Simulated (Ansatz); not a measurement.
Records of electronic-structure calculations.

### From HSE06 to G0W0: TiO2 (Rutile)

It takes space group P4_2/mnm (No. 136, tetragonal). Conventional cell: a = 4.592 Å, b = 4.592 Å, c = 2.957 Å, α = 90.00°, β = 90.00°, γ = 90.00°. Ti has 6 O at 1.95 to 1.98 Å nearest. Nearest to O lie 3 Ti at 1.95 to 1.98 Å. Farther neighbours and most contacts between anions are not listed.

| Item | Value |
| --- | --- |
| method | G0W0 on HSE06, plane waves, PAW (and 1 further level or step) |
| program | Ansatz 0.2.0 |
| settings of one run | cutoff 930 eV, 4×4×6 k-mesh, {"kind": "paw", "source": "ansatz"}, empty bands 370, screening cutoff 190 eV, screening contour deformation, QP bands (v2, c2) |
| cost | 2 runs, 3.3 min in all on 1 × NVIDIA H100 80GB HBM3 (shared by 3 runs) with 4 threads of AMD EPYC 7R13 (Zen 3), shared host (the runs of this entry) |
| notes | In doubt: masses and optical values from hybrid runs of this build are listed as unsure (in some of the runs), which bears on the screening that GW takes from such a start. The program’s warnings: metallic iterate. The cell and positions come from the Crystallography Open Database and are kept as given unless a step says otherwise. The differences hold parts that these runs do not separate: finite bands, cutoffs and mesh, points of the zone that were not corrected, the start of G0W0, spin-orbit coupling missing from it, static nuclei, no electron-hole attraction, and what each experiment reads as the gap. How much each gives is not known from the steps shown. For the G0W0 step: the program’s warnings for this run: metallic iterate. |
| HSE06 gap over mesh and listed points | 3.396 eV, direct, at k = Γ |
| G0W0@HSE06 gap over 17 of 24 irreducible mesh points | 3.633 eV, from k = Γ to k = (0.000, -0.500, -0.500) |
| GW settings | 4×4×6 mesh, 370 empty bands, screening to 190 eV, hard PAW files |
| known limits | finite bands, screening cutoff and k mesh; no spin-orbit coupling in G0W0 |

Over 17 of 24 irreducible mesh points the G0W0 gap is 3.633 eV, from k = Γ to k = (0.000, -0.500, -0.500). The HSE06 gap of this run on the mesh is 3.389 eV. Other states bound it: the two that bound the G0W0 gap lie 3.421 eV apart in HSE06, so state for state the correction is 3.633 − 3.421 = +0.212 eV, while gap against gap it is 3.633 − 3.389 = +0.244 eV. The valence state moves by 8.316 − 8.121 = +0.195 eV and the conduction state by 11.949 − 11.542 = +0.407 eV, on the run's own scale; how far single levels stand from their limit in bands is not shown.

**From PBE to G0W0: TiO2 (Rutile)**

Symmetry: P4_2/mnm, No. 136, tetragonal system. Conventional cell: a = 4.592 Å, b = 4.592 Å, c = 2.957 Å, α = 90.00°, β = 90.00°, γ = 90.00°. Nearest to Ti lie 6 O at 1.95 to 1.98 Å. O has 3 Ti at 1.95 to 1.98 Å nearest. Farther neighbours and most contacts between anions are not listed.

```xyz
6
Lattice="4.5922 0.0000 0.0000 0.0000 4.5922 0.0000 0.0000 0.0000 2.9574" Properties=species:S:1:pos:R:3 pbc="T T T"
Ti    0.0000    0.0000    0.0000
Ti    2.2961    2.2961    1.4787
O     1.4004    1.4004    0.0000
O     0.8957    3.6965    1.4787
O     3.1918    3.1918    0.0000
O     3.6965    0.8957    1.4787
```

- method: DFT, PBE, plane waves, PAW (and 1 further level or step)
- program: Ansatz 0.2.0
- settings of one run: cutoff 420 eV, 6×6×8 k-mesh, smearing width 0.02 eV, default PAW
- cost: 2 runs, 2.9 min in all on 1 × NVIDIA H100 80GB HBM3 (shared by 3 runs) with 4 threads of AMD EPYC 7R13 (Zen 3), shared host (the runs of this entry)
- notes: The cell and positions come from the Crystallography Open Database and are kept as given unless a step says otherwise. From 187 bands and 110 eV to 1073 bands and 380 eV the gap moves by 3.324 − 3.239 = +0.085 eV (rung by rung 3.239, 3.269, 3.300, 3.324 eV); bands and screening cutoff rise together, so their parts are not told apart. A line in one over the bands through the two highest rungs gives 3.324 + (3.324 − 3.300) × 652 / (1073 − 652) = 3.361 eV, and through the pair below 3.300 + (3.300 − 3.269) × 394 / (652 − 394) = 3.347 eV. The two agree within 0.03 eV and the same two states bound the gap in each rung, so 3.361 eV is taken as an estimate of the limit on this mesh. The differences hold parts that these runs do not separate: finite bands, cutoffs and mesh, points of the zone that were not corrected, the start of G0W0, spin-orbit coupling missing from it, static nuclei, no electron-hole attraction, and what each experiment reads as the gap. How much each gives is not known from the steps shown.
- PBE gap over mesh and path: 1.898 eV, direct, at k = Γ
- G0W0@PBE gap over 19 of 24 irreducible mesh points: 3.324 eV, from k = Γ to k = (0.000, -0.500, -0.500)
- estimated limit in bands and cutoff, on this mesh: 3.361 eV
- GW settings: 4×4×6 mesh, 1049 empty bands, screening to 380 eV, hard PAW files
- known limits: finite bands, screening cutoff and k mesh; no spin-orbit coupling in G0W0

Over 19 of 24 irreducible mesh points the G0W0 gap is 3.324 eV, from k = Γ to k = (0.000, -0.500, -0.500). The PBE gap of this run on the mesh is 1.891 eV. Other states bound it: the two that bound the G0W0 gap lie 1.927 eV apart in PBE, so state for state the correction is 3.324 − 1.927 = +1.397 eV, while gap against gap it is 3.324 − 1.891 = +1.433 eV. The valence state moves by 8.422 − 9.070 = −0.648 eV and the conduction state by 11.746 − 10.997 = +0.749 eV, on the run's own scale; with 187 bands the edge states move by −0.077 and +1.236 eV, so the split between the edges depends on the bands and cutoff.

[Paths, hosts, dates, memory and timing lines, banners, echoed tables and standing remarks are left out of the program output.]

[Logs are printed without paths, hosts, clocks, repeated set-up lines and the standing remarks that a program may print on its own settings, such as how far it seeks lower states.]

[Runs of the session that timed out or met a known fault of the program may be left out.]

[Cells called generated may have been cut or substituted from an entry of the Crystallography Open Database or the Materials Project.]

[Hosts, paths, dates, database ids (printed as entryN), source tags and the programs' standing remarks are cut or masked in the printed files.]
